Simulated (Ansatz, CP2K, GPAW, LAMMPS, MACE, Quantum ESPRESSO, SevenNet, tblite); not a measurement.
# CP2K runs on amorphous Ge (66 atoms)

How do the settings of CP2K change the result for amorphous Ge (66 atoms)? A plane-wave run serves as the yardstick.

Program: CP2K 2026.2. Level of theory: the method is named at each step. Results are calculated unless marked as measured.

**1. Starting point**

The cell holds 66 atoms: 66 Ge. Its edges and angles: a = 11.531 Å, b = 11.531 Å, c = 11.531 Å, α = 90.0°, β = 90.0°, γ = 90.0°. 66 atoms (66 Ge) placed at random at 5.19 g/cm³, melted at 3500 K for 10 ps at fixed volume with the Tersoff potential (Tersoff, Phys. Rev. B 39, 5566 (1989)). Quenched from 3500 K to 300 K at 5 K/ps and fixed volume, held 5 ps, then minimised at fixed cell.

The yardstick, on the same geometry:

- method: Kohn-Sham DFT, PBE, PAW, plane waves (Ansatz 0.2.0); cutoff 420 eV, Γ point, fermi-dirac smearing of 0.05 eV; PAW set soft_2
- r.m.s. force component: 0.2307 eV/Å
- longest force: 0.7496 eV/Å
- pressure: 3.016 GPa
- SCF cycles: 10
- time: 41 s on 4 threads of Intel Xeon Platinum 8259CL at 2.50GHz (Skylake/Cascade Lake), shared host
- CPU time: 2.4 min

**2. PBE, DZVP-UZH, 350/50 Ry, diagonalisation**

Method: Kohn-Sham DFT, PBE, GTH-PBE pseudopotentials, Gaussian and plane waves, DZVP-MOLOPT (UZH set), diagonalisation.

Input file input.inp:

```
&GLOBAL
  PROJECT cell
  RUN_TYPE ENERGY_FORCE
  PRINT_LEVEL LOW
&END GLOBAL
&FORCE_EVAL
  METHOD QS
  STRESS_TENSOR ANALYTICAL
  &DFT
    BASIS_SET_FILE_NAME BASIS_MOLOPT_UZH
    POTENTIAL_FILE_NAME POTENTIAL_UZH
    &MGRID
      CUTOFF 350
      REL_CUTOFF 50
    &END MGRID
    &QS
      EPS_DEFAULT 1.0E-12
    &END QS
    &SCF
      SCF_GUESS ATOMIC
      EPS_SCF 5.0E-06
      MAX_SCF 200
      ADDED_MOS 29
      &DIAGONALIZATION
        ALGORITHM STANDARD
      &END DIAGONALIZATION
      &SMEAR ON
        METHOD FERMI_DIRAC
        ELECTRONIC_TEMPERATURE [K] 580
      &END SMEAR
      &MIXING
        METHOD BROYDEN_MIXING
        ALPHA 0.15
        NBROYDEN 12
      &END MIXING
      &PRINT
        &RESTART OFF
        &END RESTART
      &END PRINT
    &END SCF
    &XC
      &XC_FUNCTIONAL PBE
      &END XC_FUNCTIONAL
    &END XC
    &PRINT
      &MULLIKEN ON
      &END MULLIKEN
      &HIRSHFELD ON
        SHAPE_FUNCTION DENSITY
      &END HIRSHFELD
      &MO ON
        EIGENVALUES T
        OCCUPATION_NUMBERS T
        MO_INDEX_RANGE 121 144
        &EACH
          QS_SCF 0
        &END EACH
        ADD_LAST NUMERIC
      &END MO
    &END PRINT
  &END DFT
  &SUBSYS
    &CELL
      A 11.53150 0.00000 0.00000
      B 0.00000 11.53150 0.00000
      C 0.00000 0.00000 11.53150
    &END CELL
    &TOPOLOGY
      COORD_FILE_NAME structure.xyz
      COORD_FILE_FORMAT XYZ
    &END TOPOLOGY
    &KIND Ge
      BASIS_SET DZVP-MOLOPT-PBE-GTH-q4
      POTENTIAL GTH-PBE-q4
    &END KIND
  &END SUBSYS
  &PRINT
    &FORCES ON
    &END FORCES
    &STRESS_TENSOR ON
    &END STRESS_TENSOR
  &END PRINT
&END FORCE_EVAL
```

Input file structure.xyz:

```xyz
66

Ge 8.95479 7.46249 11.02677
Ge 5.30172 0.69177 1.13389
Ge 3.77945 4.35579 9.07379
Ge 8.16349 11.32774 3.66794
Ge 11.45458 5.76771 8.79138
Ge 2.11384 8.92423 8.53446
Ge 5.20474 6.58137 9.39552
Ge 1.53450 5.97251 0.48894
Ge 6.99778 6.42893 1.66019
Ge 4.41622 0.09721 7.66660
Ge 5.71317 0.37339 3.61132
Ge 0.48917 3.46452 3.43028
Ge 0.89438 7.52926 10.13561
Ge 4.04513 10.06608 3.99959
Ge 2.78590 11.07093 9.44845
Ge 4.02380 10.39841 11.51340
Ge 2.44918 3.86040 11.16906
Ge 10.83592 7.78296 3.22963
Ge 3.09563 3.25488 3.73851
Ge 8.94072 1.27515 1.84769
Ge 1.09642 2.41170 7.15299
Ge 5.14432 9.36081 6.19357
Ge 6.04896 3.21348 0.30455
Ge 3.75074 5.63913 3.93339
Ge 10.83223 9.12453 11.01385
Ge 6.60409 10.06908 8.40692
Ge 1.81863 4.67176 7.67491
Ge 7.87705 3.44642 2.00740
Ge 10.34283 11.02181 9.35389
Ge 8.46078 8.90912 3.23620
Ge 7.41787 8.81018 0.88746
Ge 2.48942 6.29424 5.92638
Ge 3.45541 6.69888 1.71047
Ge 8.43806 4.24936 8.61599
Ge 6.20003 6.07226 3.98298
Ge 10.12270 10.18185 7.06823
Ge 7.71065 6.61770 9.00749
Ge 0.22867 11.34146 3.25361
Ge 9.05776 4.16599 6.15263
Ge 7.97403 0.26834 9.60908
Ge 10.23778 4.26077 10.31031
Ge 3.88323 7.67064 7.46688
Ge 11.28484 5.58517 2.16815
Ge 10.07484 6.41417 6.83322
Ge 5.29976 2.41297 5.11976
Ge 7.04494 8.08324 5.11214
Ge 7.21872 3.94089 4.44193
Ge 3.01180 9.11507 1.84585
Ge 2.93119 1.43971 5.86965
Ge 11.36764 1.74103 1.76524
Ge 10.04428 0.25934 5.13832
Ge 6.94139 2.54154 9.48454
Ge 7.54714 11.34215 0.41675
Ge 10.82877 2.61027 5.50791
Ge 5.11999 2.53485 7.84684
Ge 0.30535 7.37532 5.43295
[... 6 atom lines left out ...]
Ge 1.97823 10.95527 4.92199
Ge 3.72329 2.71671 1.37963
Ge 0.75151 0.99817 9.22428
Ge 9.24988 5.28108 0.88112
```

Launch:

```console
$ OMP_NUM_THREADS=2 cp2k.psmp -i input.inp > output.txt
```

Numbers of over 12 decimals in the logs are rounded to 6 here.

Output:

```text
CP2K| version string:                                       CP2K version 2026.2
 CP2K| Input file name                                                 input.inp
 GLOBAL| Basis set file name                                    BASIS_MOLOPT_UZH
 GLOBAL| Potential file name                                       POTENTIAL_UZH
 GLOBAL| Run type                                                   ENERGY_FORCE
 GLOBAL| Total number of message passing processes                             1
 GLOBAL| Number of threads for this process                                    2
 TOTAL NUMBERS AND MAXIMUM NUMBERS
  Total number of            - Atomic kinds:                                   1
                             - Atoms:                                         66
                             - Shell sets:                                    66
                             - Shells:                                       330
                             - Primitive Cartesian functions:                264
                             - Cartesian basis functions:                    924
                             - Spherical basis functions:                    858
  Maximum angular momentum of the orbital basis functions:                     2
 SCF PARAMETERS         Density guess:                                    ATOMIC
                        max_scf:                                             200
                        eps_scf:                                        5.00E-06
                        added MOs                                        29    0
                        Mixing method:                            BROYDEN_MIXING
                                                charge density mixing in g-space
                        Smear method:                                FERMI_DIRAC
                        Electronic temperature [K]:                        580.0
                        Electronic temperature [a.u.]:                  1.84E-03
                        Accuracy threshold:                             1.00E-10
 Extrapolation method: initial_guess
 Number of electrons:                                                        264
 Number of occupied orbitals:                                                132
 Number of molecular orbitals:                                               161
 Number of orbital functions:                                                858
 Number of independent orbital functions:                                    858
 SCF WAVEFUNCTION OPTIMIZATION
  Step     Update method      Time    Convergence         Total energy    Change
     1 NoMix/Diag. 0.15E+00    5.5     0.40548303      -263.0911434540 -2.63E+02
     2 Broy./Diag. 0.15E+00    7.6     0.02534693      -257.7485800777  5.34E+00
     3 Broy./Diag. 0.15E+00    8.4     0.09615952      -257.8852696768 -1.37E-01
     4 Broy./Diag. 0.15E+00    8.0     0.05471362      -258.7285450390 -8.43E-01
[...]
16 Broy./Diag. 0.15E+00   11.1     0.00000926      -258.7209703940 -1.27E-04
    17 Broy./Diag. 0.15E+00    9.8     0.00000382      -258.7209715511 -1.16E-06
  *** SCF run converged in    17 steps ***
  Electronic density on regular grids:       -263.9999999999        0.0000000001
  Core density on regular grids:              263.9999999990       -0.0000000010
  Total charge density on r-space grids:       -0.0000000009
  Total charge density g-space grids:          -0.0000000009
  Overlap energy of the core charge distribution:               3.95422e-07
  Self energy of the core charge distribution:               -551.199620
  Core Hamiltonian energy:                                    129.984065
  Hartree energy:                                             239.391999
  Exchange-correlation energy:                                -76.889292
  Electronic entropic energy:                                  -0.00812444
  Fermi energy:                                                 0.149370
  Total energy:                                              -258.720972
  Total energy (extrapolated to T->0):                       -258.716909
 MO| EIGENVALUES AND OCCUPATION NUMBERS
 MO|
 MO|  Index      Eigenvalue [a.u.]        Eigenvalue [eV]             Occupation
 MO|    121               0.116811               3.178590               2.000000
 MO|    122               0.119408               3.249252               2.000000
 MO|    123               0.122016               3.320218               1.999999
[...]
MO|    143               0.190816               5.192365               0.000000
 MO|    144               0.193345               5.261190               0.000000
 MO| Sum:                                                             264.000000
 MO| E(Fermi):            0.149370 a.u.          4.064562 eV
 !-----------------------------------------------------------------------------!
                     Mulliken Population Analysis
 #  Atom  Element  Kind  Atomic population                           Net charge
       1     Ge       1          4.057797                             -0.057797
       2     Ge       1          4.067802                             -0.067802
       3     Ge       1          3.966232                              0.033768
[...]
65     Ge       1          3.940862                              0.059138
      66     Ge       1          4.021814                             -0.021814
 # Total charge                            264.000000                  0.000000
 !-----------------------------------------------------------------------------!
 !-----------------------------------------------------------------------------!
                           Hirshfeld Charges
  #Atom  Element  Kind  Ref Charge     Population                    Net charge
      1       Ge     1       4.000          3.982                         0.018
      2       Ge     1       4.000          4.011                        -0.011
      3       Ge     1       4.000          3.988                         0.012
[...]
65       Ge     1       4.000          3.995                         0.005
     66       Ge     1       4.000          4.012                        -0.012
  Total Charge                                                           -0.000
 !-----------------------------------------------------------------------------!
 ENERGY| Total FORCE_EVAL ( QS ) energy [hartree]           -258.720909
 FORCES| Atomic forces [hartree/bohr]
 FORCES|   Atom     x               y               z               |f|
 FORCES|      1  3.59721049E-03  1.24711468E-03  2.33298904E-03   4.46520505E-03
 FORCES|      2 -5.53266010E-03  1.90339083E-03  6.42296812E-03   8.68836831E-03
 FORCES|      3  1.98000389E-03 -3.90458177E-03  9.66471272E-04   4.48332923E-03
[...]
FORCES|     65  4.60492515E-03 -2.93623542E-04 -2.86402289E-03   5.43085422E-03
 FORCES|     66  2.40533973E-03 -4.07455564E-03 -2.01365132E-03   5.14222273E-03
 FORCES| Sum    -7.22649324E-08 -1.04853989E-07 -1.44024795E-08
 FORCES| Total atomic force                                       1.28156197E-07
 STRESS| Analytical stress tensor [bar]
 STRESS|                        x                   y                   z
 STRESS|      x        4.43219533742E+04   2.56228364043E+03   2.75935946306E+03
 STRESS|      y        2.56228364043E+03   4.42798247158E+04   1.06385635679E+04
 STRESS|      z        2.75935946306E+03   1.06385635679E+04   2.01047721627E+04
 STRESS| 1/3 Trace                                             3.62355167509E+04
```

The job ended after 3 min (2 threads of Intel Xeon Platinum 8259CL at 2.50GHz (Skylake/Cascade Lake), shared host; peak memory 2.2 GiB).

Banners, paths, timers and routine set-up lines are dropped from the logs unmarked, and long logs keep their key lines alone; longer cuts are marked.

Against the reference:

```yaml
r_m_s_force_component: 0.2364 eV/Å
r_m_s_difference_of_force_components: 28.91 meV/Å
longest_difference_of_force_vectors: 93.85 meV/Å
force_difference_over_r_m_s_force: 12.53 %
slope_of_forces_against_the_reference_s: 1.017
correlation_of_force_components: 0.9926
pressure: 3.624 GPa
pressure_difference: 0.6078 GPa
```

Local excerpt of 9 atoms (numbers count through the whole input) about Ge64, whose charge lies farthest from its element's mean; x, y, z are measured from there.

```
atom      x      y      z  distance (Å)  bonds  Hirshfeld charge (e)     Fx     Fy  Fz (eV/Å)
Ge64   0.00   0.00   0.00          0.00      4                  0.04   0.32  -0.44      -0.02
Ge17  -1.27   1.14  -1.74          2.44      4                 -0.02   0.11  -0.12      -0.29
Ge19  -0.63   0.54   2.36          2.50      5                  0.01  -0.09  -0.26      -0.04
 Ge2   1.58  -2.02  -0.25          2.58      5                 -0.01  -0.28   0.10       0.33
Ge23   2.33   0.50  -1.08          2.61      5                 -0.01  -0.05   0.22      -0.10
Ge61   1.48   2.94  -1.16          3.49      4                  0.01  -0.20  -0.28      -0.44
Ge11   1.99  -2.34   2.23          3.80      4                  0.01   0.02   0.03      -0.04
Ge62  -3.33  -0.13  -1.91          3.84      4                  0.00  -0.30  -0.40       0.29
Ge24   0.03   2.92   2.55          3.88      4                  0.00   0.04   0.25      -0.28
```

Forces lie 13 % from the reference's, at 2.2 times its CPU time (on 2 against 4 cores).

**3. PBE, TZV2P-UZH, 350/50 Ry, diagonalisation**

Method: Kohn-Sham DFT, PBE, GTH-PBE pseudopotentials, Gaussian and plane waves, TZV2P-MOLOPT (UZH set), diagonalisation.

Changes to input.inp since step 2:

```diff
@@ -72,3 +72,3 @@
     &KIND Ge
-      BASIS_SET DZVP-MOLOPT-PBE-GTH-q4
+      BASIS_SET TZV2P-MOLOPT-PBE-GTH-q4
       POTENTIAL GTH-PBE-q4
```

structure.xyz is that of step 2.

Launch:

```console
$ OMP_NUM_THREADS=1 mpirun -np 4 cp2k.psmp -i input.inp > output.txt
```

Output:

```text
CP2K| version string:                                       CP2K version 2026.2
 CP2K| Input file name                                                 input.inp
 GLOBAL| Basis set file name                                    BASIS_MOLOPT_UZH
 GLOBAL| Potential file name                                       POTENTIAL_UZH
 GLOBAL| Run type                                                   ENERGY_FORCE
 GLOBAL| Total number of message passing processes                             4
 GLOBAL| Number of threads for this process                                    1
 TOTAL NUMBERS AND MAXIMUM NUMBERS
  Total number of            - Atomic kinds:                                   1
                             - Atoms:                                         66
[... lines left out ...]
                        Smear method:                                FERMI_DIRAC
[... lines left out ...]
 Number of electrons:                                                        264
[... lines left out ...]
  Step     Update method      Time    Convergence         Total energy    Change
[... lines left out ...]
  *** SCF run converged in    18 steps ***
[... lines left out ...]
  Fermi energy:                                                 0.148202
  Total energy:                                              -258.917305
  Total energy (extrapolated to T->0):                       -258.913269
[... lines left out ...]
 MO| E(Fermi):            0.148202 a.u.          4.032793 eV
[... lines left out ...]
 !-----------------------------------------------------------------------------!
 !-----------------------------------------------------------------------------!
                           Hirshfeld Charges
  #Atom  Element  Kind  Ref Charge     Population                    Net charge
      1       Ge     1       4.000          3.981                         0.019
      2       Ge     1       4.000          4.011                        -0.011
      3       Ge     1       4.000          3.987                         0.013
[...]
65       Ge     1       4.000          3.996                         0.004
     66       Ge     1       4.000          4.012                        -0.012
  Total Charge                                                           -0.000
 !-----------------------------------------------------------------------------!
 ENERGY| Total FORCE_EVAL ( QS ) energy [hartree]           -258.917226
 FORCES| Atomic forces [hartree/bohr]
 FORCES|   Atom     x               y               z               |f|
 FORCES|      1  3.56007177E-03  5.14358788E-04  2.50775101E-03   4.38491631E-03
 FORCES|      2 -5.01922032E-03  2.08280054E-03  6.64661433E-03   8.58534290E-03
 FORCES|      3  2.66960372E-03 -3.33984256E-03  1.71072734E-03   4.60520578E-03
[...]
FORCES|     65  4.80883257E-03 -5.36725959E-04 -3.48155592E-03   5.96105503E-03
 FORCES|     66  2.03989865E-03 -3.83722375E-03 -2.37581665E-03   4.95277472E-03
 FORCES| Sum    -2.43747414E-07  6.29458341E-08 -3.91509499E-07
 FORCES| Total atomic force                                       4.65461779E-07
 STRESS| Analytical stress tensor [bar]
 STRESS|                        x                   y                   z
 STRESS|      x        4.24408375357E+04   2.64977999492E+03   2.53179835828E+03
 STRESS|      y        2.64977999492E+03   4.24963017848E+04   1.05084085864E+04
 STRESS|      z        2.53179835828E+03   1.05084085864E+04   1.89178852484E+04
 STRESS| 1/3 Trace                                             3.46183415230E+04
```

Run time: 4.5 min. Hardware: 4 MPI ranks; peak memory 5 GiB.

Compared with the plane-wave run:

```
r.m.s. force component                  : 0.236 eV/Å
r.m.s. difference of force components   : 12.44 meV/Å
longest difference of force vectors     : 46.16 meV/Å
force difference over r.m.s. force      : 5.393 %
slope of forces against the reference's : 1.022
correlation of force components         : 0.9988
pressure                                : 3.462 GPa
pressure difference                     : 0.446 GPa
```

Against the first run (13 %), the force difference from the reference is 5.4 %, at 3.4 times the CPU time (on 4 against 2 cores), with 1914 basis functions against 858: the larger basis brings the forces nearer.

(Continued in part 2 of 3.)

[Also dropped from logs without a mark: logging warnings of Python, and SIESTA's first energy breakdown and zero terms.]

[Logs are printed without paths, hosts, clocks, repeated set-up lines and the standing remarks that a program may print on its own settings, such as how far it seeks lower states.]

[Hosts, paths, dates, database ids (printed as entryN), source tags and the programs' standing remarks are cut or masked in the printed files.]
